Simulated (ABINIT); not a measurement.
## Beyond one shot: CsPbCl3 (Pm-3m)

Wanted: G0W0 and self-consistent gaps of CsPbCl3 (Pm-3m), with the cost of the cycles.

Main program and level: ABINIT 10.8.3; PBE and many-body steps on it, plane waves.

Most raw output is cut from this account.

## Step 1: Set-up

The structure is cubic, space group Pm-3m (No. 221). The conventional cell has a = 5.605 Å, b = 5.605 Å, c = 5.605 Å, α = 90.00°, β = 90.00°, γ = 90.00°. Cs has 12 Cl at 3.96 Å nearest. Nearest to Pb lie 6 Cl at 2.80 Å. Nearest to Cl lie 2 Pb at 2.80 Å and 4 Cs at 3.96 Å. Farther neighbours and most contacts between anions are not listed.

The cell and positions come from the Crystallography Open Database and are kept as given unless a step says otherwise. Spin-orbit coupling is left out unless a step names it.

## Step 2: Empty states on the mesh, 2×2×2 mesh, 264 bands

This step: ABINIT 10.8.3; DFT, PBE, plane waves, norm-conserving pseudopotentials.

The sums over transitions need many empty states on a uniform mesh; this step solves for them.

Input file run.abi:

```
acell 3*1.0 Angstrom
rprim 
  5.605000000000 0.000000000000 0.000000000000
  0.000000000000 5.605000000000 0.000000000000
  0.000000000000 0.000000000000 5.605000000000
ntypat 3
znucl 55 82 17
natom 5
typat 1 2 3 3 3
xred 
  0.000000000000 0.000000000000 0.000000000000
  0.500000000000 0.500000000000 0.500000000000
  0.500000000000 0.500000000000 0.000000000000
  0.000000000000 0.500000000000 0.500000000000
  0.500000000000 0.000000000000 0.500000000000
pp_dirpath "pseudos"
pseudos "Cs.upf, Pb.upf, Cl.upf"
ecut 32
ngkpt 2 2 2
nshiftk 1
shiftk 0 0 0
kptopt 1
chksymbreak 0
iscf -2
irdden 1
istwfk *1
nband 264
nbdbuf 24
tolwfr 1e-09
nstep 60
prtvol 0
indata_prefix "in"
outdata_prefix "out"
tmpdata_prefix "tmp"
```

On the command line:

```
$ OMP_NUM_THREADS=1 mpirun -n 4 abinit run.abi > log
```

Elapsed: 2.8 min, on 4 MPI ranks of Arm Neoverse V1, shared host; peak memory 0.51 GiB; 11 min of CPU time.

Numbers from this step:

- gap: 1.932 eV
- k of the valence top: 0.5, 0.5, 0.5
- k of the conduction bottom: 0.5, 0.5, 0.5
- least direct gap: 1.932 eV
- k points computed: 4
- lowest point of the top converged band, above the valence top: 58.9540 eV

On this mesh the gap is 1.932 eV.

The density comes from a self-consistent run that is not shown.

## Step 3: Screening, 2×2×2 mesh, 240 bands, screening to 130.6 eV

The RPA dielectric matrix is built and inverted for each q.

This step: RPA screening on PBE, plane waves, norm-conserving pseudopotentials.

run.abi, as its differences from that of step 2:

```diff
@@ -23,10 +23,11 @@
 chksymbreak 0
-iscf -2
-irdden 1
 istwfk *1
-nband 264
-nbdbuf 24
-tolwfr 1e-09
-nstep 60
-prtvol 0
+occopt 1
+irdwfk 1
+optdriver 3
+nband 240
+ecuteps 4.8
+inclvkb 2
+awtr 1
+symchi 1
 indata_prefix "in"
```

Elapsed: 1.7 min, on 4 MPI ranks; peak memory 2.2 GiB.

Numbers from this step:

```yaml
eps_infinity_with_local_fields_on_this_mesh_along_the_program_s_q_direction: 7.225
the_same_without_local_fields: 8.220
plasma_frequency: 20.18 eV
plane_waves_in_the_screening_matrix: 619
```

Local fields lower ε∞ by 12 %. On a Γ-centred mesh this coarse the value itself is usually too large, while a short band sum pulls it down.

## Step 4: G0W0

The self-energy is evaluated for the states that the input lists, and the levels follow from it, in one-shot runs by the linearised quasiparticle equation.

This step: G0W0 on PBE, plane waves, norm-conserving pseudopotentials.

run.abi, as its differences from that of step 3:

```diff
@@ -26,8 +26,17 @@
 irdwfk 1
-optdriver 3
+optdriver 4
 nband 240
+gwcalctyp 0
+ecutsigx 32
+symsigma 1
+nkptgw 2
+kptgw 
+  0.5000000000 0.5000000000 0.5000000000
+  0.0000000000 0.0000000000 0.0000000000
+bdgw 
+  23 29
+  24 29
 ecuteps 4.8
-inclvkb 2
-awtr 1
-symchi 1
+irdscr 1
+ppmodel 1
 indata_prefix "in"
```

Wall time 62 s (4 MPI ranks); peak memory 2.1 GiB.

This step gave:

```yaml
g0w0_gap_on_the_points_computed: 3.206 eV
starting_gap_on_the_mesh: 1.932 eV
k_of_the_valence_top: 0.5, 0.5, 0.5
k_of_the_conduction_bottom: 0.5, 0.5, 0.5
z_at_the_valence_top: 0.792
z_at_the_conduction_bottom: 0.821
least_direct_g0w0_gap_on_the_computed_points: 3.206 eV
```

The gap on the mesh goes from 1.93 eV to 3.21 eV, a correction of +1.27 eV.

## Step 5: evGW0, cycle 1

This step: evGW0 on PBE, plane waves, norm-conserving pseudopotentials.

run.abi, as its differences from that of step 4:

```diff
@@ -28,12 +28,16 @@
 nband 240
-gwcalctyp 0
+gwcalctyp 10
 ecutsigx 32
 symsigma 1
-nkptgw 2
+nkptgw 4
 kptgw 
+  0.0000000000 0.0000000000 0.0000000000
+  0.5000000000 0.0000000000 0.0000000000
+  0.5000000000 0.5000000000 0.0000000000
   0.5000000000 0.5000000000 0.5000000000
-  0.0000000000 0.0000000000 0.0000000000
 bdgw 
-  23 29
-  24 29
+  14 63
+  14 63
+  14 63
+  14 63
 ecuteps 4.8
```

The job ended after 19 min (4 MPI ranks; peak memory 3.8 GiB).

Numbers from this step:

```yaml
quasiparticle_gap_on_the_mesh: 3.507 eV
gap_of_the_density_functional_on_the_mesh: 1.932 eV
k_of_the_valence_top: 0.5, 0.5, 0.5
k_of_the_conduction_bottom: 0.5, 0.5, 0.5
z_at_the_valence_top: 0.792
z_at_the_conduction_bottom: 0.821
least_direct_quasiparticle_gap_on_the_computed_points: 3.507 eV
```

Against G0W0 in ABINIT (2×2×2 mesh, 240 bands, screening to 130.6 eV, Godby-Needs plasmon pole), the gap moves by +0.301 eV. This first cycle still uses the starting levels; it takes the full correction, at all points of the mesh, and its linearised value is 3.206 eV.

## Step 6: evGW0, cycle 2

The corrected levels of the last cycle go back in.

run.abi, as its differences from that of step 5:

```diff
@@ -45,2 +45,3 @@
 ppmodel 1
+irdqps 1
 indata_prefix "in"
```

Elapsed: 18 min, on 4 MPI ranks; peak memory 3.8 GiB.

This step gave:

```
quasiparticle gap on the mesh                         : 3.387 eV
gap of the density functional on the mesh             : 1.932 eV
k of the valence top                                  : 0.5, 0.5, 0.5
k of the conduction bottom                            : 0.5, 0.5, 0.5
least direct quasiparticle gap on the computed points : 3.387 eV
```

Against the cycle before, the gap moves by −0.120 eV.

## Step 7: evGW0, cycle 3

run.abi is that of step 6.

It took 18 min on 4 MPI ranks; peak memory 3.8 GiB; 73 min of CPU time.

This step gave:

| Quantity | Value |
| --- | --- |
| quasiparticle gap on the mesh | 3.396 eV |
| gap of the density functional on the mesh | 1.932 eV |
| k of the valence top | 0.5, 0.5, 0.5 |
| k of the conduction bottom | 0.5, 0.5, 0.5 |
| least direct quasiparticle gap on the computed points | 3.396 eV |

Against the cycle before, the gap moves by +0.009 eV.

## Step 8: Screening, 2×2×2 mesh, 240 bands, screening to 130.6 eV

This step: RPA screening on PBE, plane waves, norm-conserving pseudopotentials.

run.abi, as its differences from that of step 7:

```diff
@@ -26,22 +26,13 @@
 irdwfk 1
-optdriver 4
+optdriver 3
 nband 240
+ecuteps 4.8
+inclvkb 2
+awtr 1
+symchi 1
 gwcalctyp 10
-ecutsigx 32
-symsigma 1
-nkptgw 4
-kptgw 
-  0.0000000000 0.0000000000 0.0000000000
-  0.5000000000 0.0000000000 0.0000000000
-  0.5000000000 0.5000000000 0.0000000000
-  0.5000000000 0.5000000000 0.5000000000
-bdgw 
-  14 63
-  14 63
-  14 63
-  14 63
-ecuteps 4.8
-irdscr 1
-ppmodel 1
-irdqps 1
+mbpt_sciss 1.646 eV
+nqptdm 1
+qptdm 
+  0 0 0
 indata_prefix "in"
```

It took 64 s on 4 MPI ranks; peak memory 2.2 GiB.

Numbers from this step:

```yaml
eps_infinity_with_local_fields_on_this_mesh_along_the_program_s_q_direction: 5.302
the_same_without_local_fields: 5.938
plasma_frequency: 20.18 eV
plane_waves_in_the_screening_matrix: 619
```

This screening uses the functional's bands under a rigid shift, the mean opening of the cycle before.

## Step 9: Screening, 2×2×2 mesh, 240 bands, screening to 130.6 eV

This step: RPA screening on PBE from quasiparticle energies, plane waves, norm-conserving pseudopotentials.

run.abi, as its differences from that of step 8:

```diff
@@ -32,7 +32,9 @@
 symchi 1
+irdqps 1
 gwcalctyp 10
-mbpt_sciss 1.646 eV
-nqptdm 1
+nqptdm 3
 qptdm 
-  0 0 0
+  0.5000000000 0.0000000000 0.0000000000
+  0.5000000000 0.5000000000 0.0000000000
+  0.5000000000 0.5000000000 0.5000000000
 indata_prefix "in"
```

Input file mrgscr.stdin:

```
2
merged
q0_SCR
out_SCR
1
```

On the command line:

```
$ OMP_NUM_THREADS=1 mpirun -n 4 abinit run.abi > log; mrgscr < mrgscr.stdin
```

Wall time 44 s (4 MPI ranks); peak memory 1.9 GiB.

Numbers from this step:

- plasma frequency: 20.18 eV
- plane waves in the screening matrix: 619

This screening reads the quasiparticle levels of the cycle before.

## Step 10: evGW, cycle 1

This step: evGW on PBE, plane waves, norm-conserving pseudopotentials.

run.abi, as its differences from that of step 9:

```diff
@@ -26,12 +26,10 @@
 irdwfk 1
-optdriver 3
+optdriver 4
 nband 240
-ecuteps 4.8
-inclvkb 2
-awtr 1
-symchi 1
-irdqps 1
 gwcalctyp 10
-nqptdm 3
-qptdm 
+ecutsigx 32
+symsigma 1
+nkptgw 4
+kptgw 
+  0.0000000000 0.0000000000 0.0000000000
   0.5000000000 0.0000000000 0.0000000000
@@ -39,2 +37,11 @@
   0.5000000000 0.5000000000 0.5000000000
+bdgw 
+  14 63
+  14 63
+  14 63
+  14 63
+ecuteps 4.8
+irdscr 1
+ppmodel 1
+irdqps 1
 indata_prefix "in"
```

On the command line:

```
$ OMP_NUM_THREADS=1 mpirun -n 4 abinit run.abi > log
```

The job ended after 18 min (4 MPI ranks; peak memory 3.8 GiB).

This step gave:

```yaml
quasiparticle_gap_on_the_mesh: 3.753 eV
gap_of_the_density_functional_on_the_mesh: 1.932 eV
k_of_the_valence_top: 0.5, 0.5, 0.5
k_of_the_conduction_bottom: 0.5, 0.5, 0.5
least_direct_quasiparticle_gap_on_the_computed_points: 3.753 eV
```

Against G0W0 in ABINIT (2×2×2 mesh, 240 bands, screening to 130.6 eV, Godby-Needs plasmon pole), the gap moves by +0.547 eV.

## Step 11: Screening, 2×2×2 mesh, 240 bands, screening to 130.6 eV

This step: RPA screening on PBE, plane waves, norm-conserving pseudopotentials.

run.abi, as its differences from that of step 10:

```diff
@@ -26,22 +26,13 @@
 irdwfk 1
-optdriver 4
+optdriver 3
 nband 240
+ecuteps 4.8
+inclvkb 2
+awtr 1
+symchi 1
 gwcalctyp 10
-ecutsigx 32
-symsigma 1
-nkptgw 4
-kptgw 
-  0.0000000000 0.0000000000 0.0000000000
-  0.5000000000 0.0000000000 0.0000000000
-  0.5000000000 0.5000000000 0.0000000000
-  0.5000000000 0.5000000000 0.5000000000
-bdgw 
-  14 63
-  14 63
-  14 63
-  14 63
-ecuteps 4.8
-irdscr 1
-ppmodel 1
-irdqps 1
+mbpt_sciss 2.048 eV
+nqptdm 1
+qptdm 
+  0 0 0
 indata_prefix "in"
```

Run time: 64 s. Hardware: 4 MPI ranks; peak memory 2.2 GiB.

Numbers from this step:

```
ε∞ with local fields, on this mesh, along the program's q direction : 5.024
the same without local fields                                       : 5.611
plasma frequency                                                    : 20.18 eV
plane waves in the screening matrix                                 : 619
```

This screening uses the functional's bands under a rigid shift, the mean opening of the cycle before.

## Step 12: Screening, 2×2×2 mesh, 240 bands, screening to 130.6 eV

This step: RPA screening on PBE from quasiparticle energies, plane waves, norm-conserving pseudopotentials.

run.abi, as its differences from that of step 11:

```diff
@@ -32,7 +32,9 @@
 symchi 1
+irdqps 1
 gwcalctyp 10
-mbpt_sciss 2.048 eV
-nqptdm 1
+nqptdm 3
 qptdm 
-  0 0 0
+  0.5000000000 0.0000000000 0.0000000000
+  0.5000000000 0.5000000000 0.0000000000
+  0.5000000000 0.5000000000 0.5000000000
 indata_prefix "in"
```

mrgscr.stdin is that of step 9.

On the command line:

```
$ OMP_NUM_THREADS=1 mpirun -n 4 abinit run.abi > log; mrgscr < mrgscr.stdin
```

Elapsed: 42 s, on 4 MPI ranks; peak memory 1.9 GiB; 2.8 min of CPU time.

Numbers from this step:

| Item | Value |
| --- | --- |
| plasma frequency | 20.18 eV |
| plane waves in the screening matrix | 619 |

This screening reads the quasiparticle levels of the cycle before.

## Step 13: evGW, cycle 2

This step: evGW on PBE, plane waves, norm-conserving pseudopotentials.

run.abi, as its differences from that of step 12:

```diff
@@ -26,12 +26,10 @@
 irdwfk 1
-optdriver 3
+optdriver 4
 nband 240
-ecuteps 4.8
-inclvkb 2
-awtr 1
-symchi 1
-irdqps 1
 gwcalctyp 10
-nqptdm 3
-qptdm 
+ecutsigx 32
+symsigma 1
+nkptgw 4
+kptgw 
+  0.0000000000 0.0000000000 0.0000000000
   0.5000000000 0.0000000000 0.0000000000
@@ -39,2 +37,11 @@
   0.5000000000 0.5000000000 0.5000000000
+bdgw 
+  14 63
+  14 63
+  14 63
+  14 63
+ecuteps 4.8
+irdscr 1
+ppmodel 1
+irdqps 1
 indata_prefix "in"
```

On the command line:

```
$ OMP_NUM_THREADS=1 mpirun -n 4 abinit run.abi > log
```

Wall time 18 min (4 MPI ranks); peak memory 3.8 GiB; 73 min of CPU time.

Numbers from this step:

- quasiparticle gap on the mesh: 3.801 eV
- gap of the density functional on the mesh: 1.932 eV
- k of the valence top: 0.5, 0.5, 0.5
- k of the conduction bottom: 0.5, 0.5, 0.5
- least direct quasiparticle gap on the computed points: 3.801 eV

Against the cycle before, the gap moves by +0.048 eV.

## Step 14: Screening, 2×2×2 mesh, 240 bands, screening to 130.6 eV

This step: RPA screening on PBE, plane waves, norm-conserving pseudopotentials.

run.abi, as its differences from that of step 13:

```diff
@@ -26,22 +26,13 @@
 irdwfk 1
-optdriver 4
+optdriver 3
 nband 240
+ecuteps 4.8
+inclvkb 2
+awtr 1
+symchi 1
 gwcalctyp 10
-ecutsigx 32
-symsigma 1
-nkptgw 4
-kptgw 
-  0.0000000000 0.0000000000 0.0000000000
-  0.5000000000 0.0000000000 0.0000000000
-  0.5000000000 0.5000000000 0.0000000000
-  0.5000000000 0.5000000000 0.5000000000
-bdgw 
-  14 63
-  14 63
-  14 63
-  14 63
-ecuteps 4.8
-irdscr 1
-ppmodel 1
-irdqps 1
+mbpt_sciss 2.101 eV
+nqptdm 1
+qptdm 
+  0 0 0
 indata_prefix "in"
```

Wall time 64 s (4 MPI ranks); peak memory 2.2 GiB.

Numbers from this step:

```yaml
eps_infinity_with_local_fields_on_this_mesh_along_the_program_s_q_direction: 4.99
the_same_without_local_fields: 5.572
plasma_frequency: 20.18 eV
plane_waves_in_the_screening_matrix: 619
```

This screening uses the functional's bands under a rigid shift, the mean opening of the cycle before.

## Step 15: Screening, 2×2×2 mesh, 240 bands, screening to 130.6 eV

This step: RPA screening on PBE from quasiparticle energies, plane waves, norm-conserving pseudopotentials.

run.abi, as its differences from that of step 14:

```diff
@@ -32,7 +32,9 @@
 symchi 1
+irdqps 1
 gwcalctyp 10
-mbpt_sciss 2.101 eV
-nqptdm 1
+nqptdm 3
 qptdm 
-  0 0 0
+  0.5000000000 0.0000000000 0.0000000000
+  0.5000000000 0.5000000000 0.0000000000
+  0.5000000000 0.5000000000 0.5000000000
 indata_prefix "in"
```

mrgscr.stdin is that of step 12.

On the command line:

```
$ OMP_NUM_THREADS=1 mpirun -n 4 abinit run.abi > log; mrgscr < mrgscr.stdin
```

Run time: 44 s. Hardware: 4 MPI ranks; peak memory 1.9 GiB.

Numbers from this step:

```
plasma frequency                    : 20.18 eV
plane waves in the screening matrix : 619
```

This screening reads the quasiparticle levels of the cycle before.

## Step 16: evGW, cycle 3

This step: evGW on PBE, plane waves, norm-conserving pseudopotentials.

run.abi, as its differences from that of step 15:

```diff
@@ -26,12 +26,10 @@
 irdwfk 1
-optdriver 3
+optdriver 4
 nband 240
-ecuteps 4.8
-inclvkb 2
-awtr 1
-symchi 1
-irdqps 1
 gwcalctyp 10
-nqptdm 3
-qptdm 
+ecutsigx 32
+symsigma 1
+nkptgw 4
+kptgw 
+  0.0000000000 0.0000000000 0.0000000000
   0.5000000000 0.0000000000 0.0000000000
@@ -39,2 +37,11 @@
   0.5000000000 0.5000000000 0.5000000000
+bdgw 
+  14 63
+  14 63
+  14 63
+  14 63
+ecuteps 4.8
+irdscr 1
+ppmodel 1
+irdqps 1
 indata_prefix "in"
```

On the command line:

```
$ OMP_NUM_THREADS=1 mpirun -n 4 abinit run.abi > log
```

Wall time 18 min (4 MPI ranks); peak memory 3.8 GiB; 73 min of CPU time.

Numbers from this step:

```
quasiparticle gap on the mesh                         : 3.807 eV
gap of the density functional on the mesh             : 1.932 eV
k of the valence top                                  : 0.5, 0.5, 0.5
k of the conduction bottom                            : 0.5, 0.5, 0.5
least direct quasiparticle gap on the computed points : 3.807 eV
```

Against the cycle before, the gap moves by +0.006 eV.

## Step 17: The runs together

Times are wall times on 4 MPI ranks of Arm Neoverse V1, shared host, good to a factor of about two. A run's time includes the screening step that it read.

| run | mesh | bands | screening cutoff (eV) | DFT gap (eV) | gap on the mesh (eV) | direct (eV) | ε∞ used | time |
| --- | --- | --- | --- | --- | --- | --- | --- | --- |
| G0W0 | 2×2×2 | 240 | 130.6 | 1.932 | 3.206 | 3.206 | 7.22 | 2.7 min |
| evGW0, cycle 1 | 2×2×2 | 240 | 130.6 | 1.932 | 3.507 | 3.507 | 7.22 | 20 min |
| evGW0, cycle 2 | 2×2×2 | 240 | 130.6 | 1.932 | 3.387 | 3.387 | 7.22 | 20 min |
| evGW0, cycle 3 | 2×2×2 | 240 | 130.6 | 1.932 | 3.396 | 3.396 | 7.22 | 20 min |
| evGW, cycle 1 | 2×2×2 | 240 | 130.6 | 1.932 | 3.753 | 3.753 | 5.30 | 20 min |
| evGW, cycle 2 | 2×2×2 | 240 | 130.6 | 1.932 | 3.801 | 3.801 | 5.02 | 20 min |
| evGW, cycle 3 | 2×2×2 | 240 | 130.6 | 1.932 | 3.807 | 3.807 | 4.99 | 20 min |

## Step 18: Summary of results

| Quantity | Value |
| --- | --- |
| G0W0 | 3.206 eV |
| evGW0, cycle 1 | 3.507 eV |
| evGW0, cycle 2 | 3.387 eV |
| evGW0, cycle 3 | 3.396 eV |
| evGW, cycle 1 | 3.753 eV |
| evGW, cycle 2 | 3.801 eV |
| evGW, cycle 3 | 3.807 eV |
| known limits | not at the basis limit; no spin-orbit coupling; coarse k mesh |

**Reading.** Only the bands that the input lists are updated; the others, empty or deep, keep the functional's energies or take a rigid shift. The evGW loop starts from the last levels of evGW0, so its cycles and time come on top of those. evGW0 ends at 3.40 eV, +0.19 eV from G0W0, after 3 cycles that took 55 min beside the first screening; the last moved the gap by 0.009 eV. evGW ends at 3.81 eV, +0.60 eV from G0W0, after 3 cycles that took 60 min beside the first screening; the last moved the gap by 0.006 eV. The first cycle of evGW0 takes the full correction, without the factor Z, so it overshoots the one-shot value. Bands and cutoff are finite, so the gap is not at the basis limit. The miss can reach some tenths of an eV and take either sign; the mesh is an error of its own. The 2×2×2 mesh is coarse for this cell, which bears on the long-range parts of exchange and screening. Where an edge is built on 6p states of lead, bismuth or thallium, scalar-relativistic gaps usually stand too wide, by a few tenths to over one eV. This is the ideal cubic cell; many perovskites, halides above all, are cubic only on average, and local tilts or off-centring can widen the gap. In the updated screening the q = 0 part is built from Kohn-Sham bands under a rigid shift, the other q from the quasiparticle levels. The many-body steps are scalar-relativistic: spin-orbit coupling is not in them.

[Paths, hosts, dates, memory and timing lines, banners, echoed tables and standing remarks are left out of the program output.]

[Logs are printed without paths, hosts, clocks, repeated set-up lines and the standing remarks that a program may print on its own settings, such as how far it seeks lower states.]

[Runs of the session that timed out or met a known fault of the program may be left out.]

[Hosts, paths, dates, database ids (printed as entryN), source tags and the programs' standing remarks are cut or masked in the printed files.]

[G0W0 gaps are taken among the corrected bands and points alone; a level outside them can change the order at an edge.]

[Where Ansatz stands beside ABINIT at settings called matched, ABINIT's density can come from a denser mesh and the files from another edition; pairs whose starting gaps differed by over 0.03 eV were left out, so agreement reads better than it is.]
